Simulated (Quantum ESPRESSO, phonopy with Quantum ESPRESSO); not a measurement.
# CaO (Fm-3m): phonons against volume, part 7 of 9

Which modes of CaO drive its thermal expansion?

Experimental results on record:
- heat capacity C_P per formula unit 42.2 J/mol/K and bulk modulus 113 GPa near room temperature (given in “High-Throughput Prediction of Finite-Temperature Properties using the Quasi-Harmonic Approximation”, 2016, arXiv:1603.06924)

Quantum ESPRESSO 7.5; DFT LDA, scalar-relativistic, plane waves, GBRV ultrasoft pseudopotentials.

So far. Step 13 (Self-consistent run, V/V0 0.985): The run ends at a pressure of 2.07 GPa. Step 14 (Born charges and dielectric tensor): The Born charges sum to zero within 0.0011 e; the rest is removed before use. Acoustic frequencies in this log differ from zero by the error of the sum rule, which ph.x does not impose.

## (15) Forces on a displaced cell

One atom (for the harmonic constants) or a pair of atoms (for the cubic ones) is moved by a few hundredths of an ångström; the forces on all atoms give a column of force constants. The threshold is tight because the forces are small.

System of this step: CaO. Symmetry: Imm2, No. 44, orthorhombic system. The conventional cell has a = 6.626 Å, b = 9.371 Å, c = 6.626 Å, α = 90.00°, β = 90.00°, γ = 90.00°. Nearest to Ca lie 6 O at 2.33 to 2.36 Å. Nearest to Ca lie 6 O at 2.34 Å. Ca has 6 O at 2.34 Å nearest. Nearest to O lie 6 Ca at 2.34 Å. Farther neighbours and most contacts between anions are not listed.

File disp-00001.in:

```
&control
   calculation = 'scf'
   prefix = 'x'
   outdir = './tmp'
   pseudo_dir = './pseudo'
   tprnfor = .true.
   disk_io = 'none'
/
&system
   ibrav = 0
   nat = 16
   ntyp = 2
   ecutwfc = 45.0
   ecutrho = 270.0
   occupations = 'fixed'
   nbnd = 66
/
&electrons
   conv_thr = 1.0d-11
   mixing_beta = 0.7
   electron_maxstep = 100
/
ATOMIC_SPECIES
 Ca     40.0780  Ca.upf
 O      15.9990  O.upf
CELL_PARAMETERS angstrom
     0.000000000    4.685395364    4.685395364
     4.685395364    0.000000000    4.685395364
     4.685395364    4.685395364    0.000000000
ATOMIC_POSITIONS crystal
 Ca     0.003018344   0.000000000   0.000000000
 Ca     0.500000000   0.000000000   0.000000000
 Ca     0.000000000   0.500000000   0.000000000
 Ca     0.500000000   0.500000000   0.000000000
 Ca     0.000000000   0.000000000   0.500000000
 Ca     0.500000000   0.000000000   0.500000000
 Ca     0.000000000   0.500000000   0.500000000
 Ca     0.500000000   0.500000000   0.500000000
 O      0.250000000   0.250000000   0.250000000
 O      0.750000000   0.250000000   0.250000000
 O      0.250000000   0.750000000   0.250000000
 O      0.750000000   0.750000000   0.250000000
 O      0.250000000   0.250000000   0.750000000
 O      0.750000000   0.250000000   0.750000000
 O      0.250000000   0.750000000   0.750000000
 O      0.750000000   0.750000000   0.750000000
K_POINTS automatic
 3 3 3 0 0 0
```

Launch:

```console
$ OMP_NUM_THREADS=1 mpirun -n 4 pw.x -nk 4 -in disp-00001.in > disp-00001.out
```

What it wrote:

```text
[banner, memory and clock lines left out]
Program PWSCF v.7.5

     Message from routine setup:
     using ibrav=0 with symmetry is DISCOURAGED, use correct ibrav instead

     G-vector sticks info

     bravais-lattice index     =            0
     lattice parameter (alat)  =      12.5216  a.u.
     unit-cell volume          =    1388.2425 (a.u.)^3
     number of atoms/cell      =           16
     number of atomic types    =            2
     number of electrons       =       128.00
[...]
atom    1 type  1   force =     0.00000000   -0.00553693   -0.00553693
     atom    2 type  1   force =     0.00000000    0.00233594    0.00233594
     atom    3 type  1   force =     0.00153259   -0.00022711    0.00080276
[...]
atom   15 type  2   force =     0.00000200    0.00032467    0.00032467
     atom   16 type  2   force =     0.00000576   -0.00012318   -0.00012318

     Total force =     0.009402     Total SCF correction =     0.000001
     Message from routine punch:
     Nothing written, as per user request (disk_io='none')
[key lines of the parts left out:]
!    total energy              =    -860.09806161 Ry
convergence has been achieved in  16 iterations
```

Wall time 46 s (4 MPI ranks of Arm Neoverse V2, shared host); 3 min of CPU time.

## (16) Lattice dynamics at this volume, V/V0 0.985

This step: DFT LDA, scalar-relativistic, plane waves, GBRV ultrasoft pseudopotentials (phonopy with Quantum ESPRESSO 4.10.0 / 7.5).

The job ended after 48 s (8 threads).

Phonopy, LO-TO term from ph.x's tensors. The phonon branches at the labelled points (cm⁻¹):

```
    point  branch 1  branch 2  branch 3  branch 4  branch 5  branch 6
        Γ         0         0         0       303       303       580
  halfway       162       162       249       332       332       505
        X       205       205       322       327       327       398
  halfway       205       232       319       327       340       394
        U       204       286       305       326       372       386
jump to K       204       286       305       326       372       386
  halfway       164       192       269       308       347       524
        Γ         0         0         0       303       303       580
  halfway       146       146       248       316       316       553
        L       196       196       335       335       390       495
  halfway       206       242       330       349       356       442
        W       248       282       282       340       370       370
  halfway       227       233       314       334       342       390
        X       205       205       322       327       327       398
```

The phonon branches as a text plot (rows in cm⁻¹):

```
    568 |****                      *********
    544 |    *                   **         ***
    520 |                       *              *
    495 |     **              **                ****
    471 |       **                                  **
    447 |                   **                        *
    423 |         *                                    *
    399 |          ******* *                     ***    *    ****
    375 |                 ****                  *   **  *****
    350 |              ***    ***              *    ****  ****
    326 |  *******************   ****       **************   ****
    302 |**       *      ***  ************** **         ** **
    278 |       **       ***    *                       ****
    254 |     **        *   **              *          *  ***
    230 |              *      ** **                  ** **   **
    205 |    *    ************                  ********       **
    181 |       **            ***          *   *
    157 |     **                *****       ***
    133 |  ***                   **      **
    109 |                          **      *
     85 | ***                      ***   **
     60 | *                          *  *
     36 |                               *
     12 |*                            **
         Γ           X  U|K            Γ         L        W     X
```

No mode is imaginary beyond numerical noise along the path. The highest zone-centre mode (no LO–TO term) moved by +3.8 % for a volume change of -1.5 %.

The time given is that of the 2 pw.x runs on displaced cells behind this step.

## (17) Ground state at this cell, V/V0 1.03

A tight ground state at this cell gives the energy of this member; its pressure is the stress at this cutoff, which can carry an offset from the finite basis.

This step: DFT LDA, scalar-relativistic, plane waves, GBRV ultrasoft pseudopotentials (Quantum ESPRESSO 7.5).

System of this step: CaO. The structure is cubic, space group Fm-3m (No. 225). Conventional cell: a = 4.756 Å, b = 4.756 Å, c = 4.756 Å, α = 90.00°, β = 90.00°, γ = 90.00°. Ca has 6 O at 2.38 Å nearest. Nearest to O lie 6 Ca at 2.38 Å. Farther neighbours and most contacts between anions are not listed.

File scf.in:

```
&control
   calculation = 'scf'
   prefix = 'x'
   outdir = './tmp'
   pseudo_dir = './pseudo'
   tprnfor = .true.
   tstress = .true.
/
&system
   ibrav = 0
   nat = 2
   ntyp = 2
   ecutwfc = 45.0
   ecutrho = 270.0
   occupations = 'fixed'
   nbnd = 10
/
&electrons
   conv_thr = 1.0d-12
   mixing_beta = 0.7
   electron_maxstep = 100
/
ATOMIC_SPECIES
 Ca     40.0780  Ca.upf
 O      15.9990  O.upf
CELL_PARAMETERS angstrom
     0.000000000    2.377843380    2.377843380
     2.377843380    0.000000000    2.377843380
     2.377843380    2.377843380    0.000000000
ATOMIC_POSITIONS crystal
 Ca     0.000000000   0.000000000   0.000000000
 O      0.500000000   0.500000000   0.500000000
K_POINTS automatic
 8 8 8 0 0 0
```

Launch:

```console
$ OMP_NUM_THREADS=1 mpirun -n 8 pw.x -nk 8 -in scf.in > scf.out
```

What it wrote:

```text
[banner, memory and clock lines left out]
Program PWSCF v.7.5

     Message from routine setup:
     using ibrav=0 with symmetry is DISCOURAGED, use correct ibrav instead

     G-vector sticks info

     bravais-lattice index     =            0
     lattice parameter (alat)  =       6.3547  a.u.
     unit-cell volume          =     181.4581 (a.u.)^3
     number of atoms/cell      =            2
     number of atomic types    =            2
     number of electrons       =        16.00
[...]
atom    2 type  2   force =     0.00000000   -0.00000000   -0.00000000

     Total force =     0.000000     Total SCF correction =     0.000000

     Computing stress (Cartesian axis) and pressure

          total   stress  (Ry/bohr**3)                   (kbar)     P=      -35.37
  -0.00024041  -0.00000000  -0.00000000          -35.37       -0.00       -0.00
  -0.00000000  -0.00024041  -0.00000000           -0.00      -35.37       -0.00
  -0.00000000  -0.00000000  -0.00024041           -0.00       -0.00      -35.37

     XML data file, charge density, pseudopotentials, collected wavefunctions
[key lines of the parts left out:]
!    total energy              =    -107.51190443 Ry
convergence has been achieved in  13 iterations
```

It took 1.9 s on 8 MPI ranks.

The run ends at a pressure of -3.54 GPa.

## (18) Zone-centre response

In a polar crystal the Born charges and ε∞ give the long-range dipole term that a finite supercell misses. They are those of this k-mesh and were not tested on a denser one; where the gap is small they converge slowly, and the LO modes with them.

File ph.in:

```
phonons
&inputph
   prefix = 'x'
   outdir = './tmp'
   fildyn = 'x.dyn'
   tr2_ph = 1.0d-18
   epsil = .true.
/
0.000000000 0.000000000 0.000000000
```

scf.in is that of step 17.

Launch:

```console
$ OMP_NUM_THREADS=1 mpirun -n 8 ph.x -nk 8 -in ph.in > ph.out
```

What it wrote:

```text
[banner, memory and clock lines left out]
Program PHONON v.7.5

     ./tmp/x.save/

     IMPORTANT: XC functional enforced from input :
     Exchange-correlation= PZ
                           (   1   1   0   0   0   0   0)
     Any further DFT definition will be discarded
     Please, verify this is what you really want

     G-vector sticks info

     Check: negative core charge=   -0.000003
     Reading collected, re-writing distributed wavefunctions in ./tmp/

     Number and degeneracy of irreps per q-point
       N         xq(1)         xq(2)         xq(3)   N irreps
[...]
freq (    1) =      -0.354357 [THz] =     -11.820066 [cm-1]
     freq (    2) =      -0.354357 [THz] =     -11.820066 [cm-1]
     freq (    3) =      -0.354357 [THz] =     -11.820066 [cm-1]
     freq (    4) =       8.096932 [THz] =     270.084567 [cm-1]
     freq (    5) =       8.096932 [THz] =     270.084567 [cm-1]
     freq (    6) =       8.096932 [THz] =     270.084567 [cm-1]
 **************************************************************************

     Mode symmetry, O_h (m-3m)  point group:

     freq (   1-   3) =        -11.8  [cm-1]   --> T_1u G_15  G_4- I
     freq (   4-   6) =        270.1  [cm-1]   --> T_1u G_15  G_4- I
```

Run time: 19 s. Hardware: 8 MPI ranks; 2.5 min of CPU time.

ε∞:

```
3.86 0.00 0.00
0.00 3.86 0.00
0.00 0.00 3.86
```

The Born charges sum to zero within 9.2e-4 e; the rest is removed before use. Acoustic frequencies in this log differ from zero by the error of the sum rule, which ph.x does not impose.

## (19) Forces on a displaced cell

One atom (for the harmonic constants) or a pair of atoms (for the cubic ones) is moved by a few hundredths of an ångström; the forces on all atoms give a column of force constants. The threshold is tight because the forces are small.

System of this step: CaO. Symmetry: Imm2, No. 44, orthorhombic system. Conventional cell: a = 6.726 Å, b = 9.511 Å, c = 6.726 Å, α = 90.00°, β = 90.00°, γ = 90.00°. Nearest to Ca lie 6 O at 2.36 to 2.39 Å. Nearest to Ca lie 6 O at 2.38 Å. Nearest to O lie 6 Ca at 2.38 Å. Farther neighbours and most contacts between anions are not listed.

disp-00001.in: that of step 15 with these lines changed.

```diff
@@ -26,7 +26,7 @@
 CELL_PARAMETERS angstrom
-     0.000000000    4.685395364    4.685395364
-     4.685395364    0.000000000    4.685395364
-     4.685395364    4.685395364    0.000000000
+     0.000000000    4.755686761    4.755686761
+     4.755686761    0.000000000    4.755686761
+     4.755686761    4.755686761    0.000000000
 ATOMIC_POSITIONS crystal
- Ca     0.003018344   0.000000000   0.000000000
+ Ca     0.002973732   0.000000000   0.000000000
  Ca     0.500000000   0.000000000   0.000000000
```

Launch:

```console
$ OMP_NUM_THREADS=1 mpirun -n 4 pw.x -nk 4 -in disp-00001.in > disp-00001.out
```

What it wrote:

```text
[banner, memory and clock lines left out]
Program PWSCF v.7.5

     Message from routine setup:
     using ibrav=0 with symmetry is DISCOURAGED, use correct ibrav instead

     G-vector sticks info

     bravais-lattice index     =            0
     lattice parameter (alat)  =      12.7095  a.u.
     unit-cell volume          =    1451.6647 (a.u.)^3
     number of atoms/cell      =           16
     number of atomic types    =            2
     number of electrons       =       128.00
[...]
atom    1 type  1   force =    -0.00000000   -0.00483435   -0.00483435
     atom    2 type  1   force =     0.00000000    0.00217943    0.00217943
     atom    3 type  1   force =     0.00144716   -0.00020611    0.00073173
[...]
atom   15 type  2   force =     0.00000036    0.00034945    0.00034945
     atom   16 type  2   force =     0.00000525   -0.00011461   -0.00011461

     Total force =     0.008370     Total SCF correction =     0.000004
     Message from routine punch:
     Nothing written, as per user request (disk_io='none')
[key lines of the parts left out:]
!    total energy              =    -860.09500338 Ry
convergence has been achieved in  16 iterations
```

Run time: 43 s. Hardware: 4 MPI ranks.

## (20) Lattice dynamics at this volume, V/V0 1.03

This step: DFT LDA, scalar-relativistic, plane waves, GBRV ultrasoft pseudopotentials (phonopy with Quantum ESPRESSO 4.10.0 / 7.5).

Elapsed: 48 s, on 8 threads; 6.1 min of CPU time.

No mode is imaginary beyond numerical noise along the path. The highest zone-centre mode (no LO–TO term) moved by -7.5 % for a volume change of +3.0 %.

The time given is that of the 2 pw.x runs on displaced cells behind this step.

## (21) Ground state at this cell, V/V0 0.97

A tight ground state at this cell gives the energy of this member; its pressure is the stress at this cutoff, which can carry an offset from the finite basis.

This step: DFT LDA, scalar-relativistic, plane waves, GBRV ultrasoft pseudopotentials (Quantum ESPRESSO 7.5).

System of this step: CaO. It takes space group Fm-3m (No. 225, cubic). The conventional cell has a = 4.661 Å, b = 4.661 Å, c = 4.661 Å, α = 90.00°, β = 90.00°, γ = 90.00°. Ca has 6 O at 2.33 Å nearest. O has 6 Ca at 2.33 Å nearest. Farther neighbours and most contacts between anions are not listed.

scf.in: that of step 18 with these lines changed.

```diff
@@ -26,5 +26,5 @@
 CELL_PARAMETERS angstrom
-     0.000000000    2.377843380    2.377843380
-     2.377843380    0.000000000    2.377843380
-     2.377843380    2.377843380    0.000000000
+     0.000000000    2.330744935    2.330744935
+     2.330744935    0.000000000    2.330744935
+     2.330744935    2.330744935    0.000000000
 ATOMIC_POSITIONS crystal
```

Launch:

```console
$ OMP_NUM_THREADS=1 mpirun -n 8 pw.x -nk 8 -in scf.in > scf.out
```

What it wrote:

```text
[banner, memory and clock lines left out]
Program PWSCF v.7.5

     Message from routine setup:
     using ibrav=0 with symmetry is DISCOURAGED, use correct ibrav instead

     G-vector sticks info

     bravais-lattice index     =            0
     lattice parameter (alat)  =       6.2289  a.u.
     unit-cell volume          =     170.8877 (a.u.)^3
     number of atoms/cell      =            2
     number of atomic types    =            2
     number of electrons       =        16.00
[...]
atom    2 type  2   force =     0.00000000    0.00000000   -0.00000000

     Total force =     0.000000     Total SCF correction =     0.000000

     Computing stress (Cartesian axis) and pressure

          total   stress  (Ry/bohr**3)                   (kbar)     P=       42.66
   0.00028998  -0.00000000  -0.00000000           42.66       -0.00       -0.00
  -0.00000000   0.00028998  -0.00000000           -0.00       42.66       -0.00
  -0.00000000  -0.00000000   0.00028998           -0.00       -0.00       42.66

     XML data file, charge density, pseudopotentials, collected wavefunctions
[key lines of the parts left out:]
!    total energy              =    -107.51169994 Ry
convergence has been achieved in  13 iterations
```

Run time: 1.8 s. Hardware: 8 MPI ranks; 14 s of CPU time.

The run ends at a pressure of 4.27 GPa.

## (22) Born charges and dielectric tensor

In a polar crystal the Born charges and ε∞ give the long-range dipole term that a finite supercell misses. They are those of this k-mesh and were not tested on a denser one; where the gap is small they converge slowly, and the LO modes with them.

ph.in is that of step 18.

scf.in is that of step 21.

Launch:

```console
$ OMP_NUM_THREADS=1 mpirun -n 8 ph.x -nk 8 -in ph.in > ph.out
```

What it wrote:

```text
[banner, memory and clock lines left out]
Program PHONON v.7.5

     ./tmp/x.save/

     IMPORTANT: XC functional enforced from input :
     Exchange-correlation= PZ
                           (   1   1   0   0   0   0   0)
     Any further DFT definition will be discarded
     Please, verify this is what you really want

     G-vector sticks info

     Check: negative core charge=   -0.000003
     Reading collected, re-writing distributed wavefunctions in ./tmp/

     Number and degeneracy of irreps per q-point
       N         xq(1)         xq(2)         xq(3)   N irreps
[...]
freq (    1) =      -0.362363 [THz] =     -12.087115 [cm-1]
     freq (    2) =      -0.362363 [THz] =     -12.087115 [cm-1]
     freq (    3) =      -0.362363 [THz] =     -12.087115 [cm-1]
     freq (    4) =       9.427349 [THz] =     314.462500 [cm-1]
     freq (    5) =       9.427349 [THz] =     314.462500 [cm-1]
     freq (    6) =       9.427349 [THz] =     314.462500 [cm-1]
 **************************************************************************

     Mode symmetry, O_h (m-3m)  point group:

     freq (   1-   3) =        -12.1  [cm-1]   --> T_1u G_15  G_4- I
     freq (   4-   6) =        314.5  [cm-1]   --> T_1u G_15  G_4- I
```

Elapsed: 19 s, on 8 MPI ranks.

ε∞:

```
3.90 0.00 0.00
0.00 3.90 0.00
0.00 0.00 3.90
```

The Born charges sum to zero within 0.0011 e; the rest is removed before use. Acoustic frequencies in this log differ from zero by the error of the sum rule, which ph.x does not impose.

## (23) A displaced supercell

One atom (for the harmonic constants) or a pair of atoms (for the cubic ones) is moved by a few hundredths of an ångström; the forces on all atoms give a column of force constants. The threshold is tight because the forces are small.

System of this step: CaO. The structure is orthorhombic, space group Imm2 (No. 44). The conventional cell has a = 6.592 Å, b = 9.323 Å, c = 6.592 Å, α = 90.00°, β = 90.00°, γ = 90.00°. Nearest to Ca lie 6 O at 2.32 to 2.34 Å. Ca has 6 O at 2.33 Å nearest. Nearest to Ca lie 6 O at 2.33 Å. O has 6 Ca at 2.33 Å nearest. Farther neighbours and most contacts between anions are not listed.

disp-00001.in: that of step 19 with these lines changed.

```diff
@@ -26,7 +26,7 @@
 CELL_PARAMETERS angstrom
-     0.000000000    4.755686761    4.755686761
-     4.755686761    0.000000000    4.755686761
-     4.755686761    4.755686761    0.000000000
+     0.000000000    4.661489869    4.661489869
+     4.661489869    0.000000000    4.661489869
+     4.661489869    4.661489869    0.000000000
 ATOMIC_POSITIONS crystal
- Ca     0.002973732   0.000000000   0.000000000
+ Ca     0.003033823   0.000000000   0.000000000
  Ca     0.500000000   0.000000000   0.000000000
```

Launch:

```console
$ OMP_NUM_THREADS=1 mpirun -n 4 pw.x -nk 4 -in disp-00001.in > disp-00001.out
```

What it wrote:

```text
[banner, memory and clock lines left out]
Program PWSCF v.7.5

     Message from routine setup:
     using ibrav=0 with symmetry is DISCOURAGED, use correct ibrav instead

     G-vector sticks info

     bravais-lattice index     =            0
     lattice parameter (alat)  =      12.4577  a.u.
     unit-cell volume          =    1367.1017 (a.u.)^3
     number of atoms/cell      =           16
     number of atomic types    =            2
     number of electrons       =       128.00
[...]
atom    1 type  1   force =     0.00000000   -0.00579611   -0.00579611
     atom    2 type  1   force =     0.00000000    0.00239268    0.00239268
     atom    3 type  1   force =     0.00156339   -0.00023451    0.00082881
[...]
atom   15 type  2   force =     0.00000268    0.00031422    0.00031422
     atom   16 type  2   force =     0.00000598   -0.00012618   -0.00012618

     Total force =     0.009791     Total SCF correction =     0.000005
     Message from routine punch:
     Nothing written, as per user request (disk_io='none')
[key lines of the parts left out:]
!    total energy              =    -860.09333234 Ry
convergence has been achieved in  16 iterations
```

The job ended after 44 s (4 MPI ranks).

[end of part 7 of 9]

[Logs are printed without paths, hosts, clocks, repeated set-up lines and the standing remarks that a program may print on its own settings, such as how far it seeks lower states.]

[Hosts, paths, dates, database ids (printed as entryN), source tags and the programs' standing remarks are cut or masked in the printed files.]

[A step with changed settings may run another functional than the one named; its input shows which.]

[Of the runs on displaced cells, only some may be shown.]
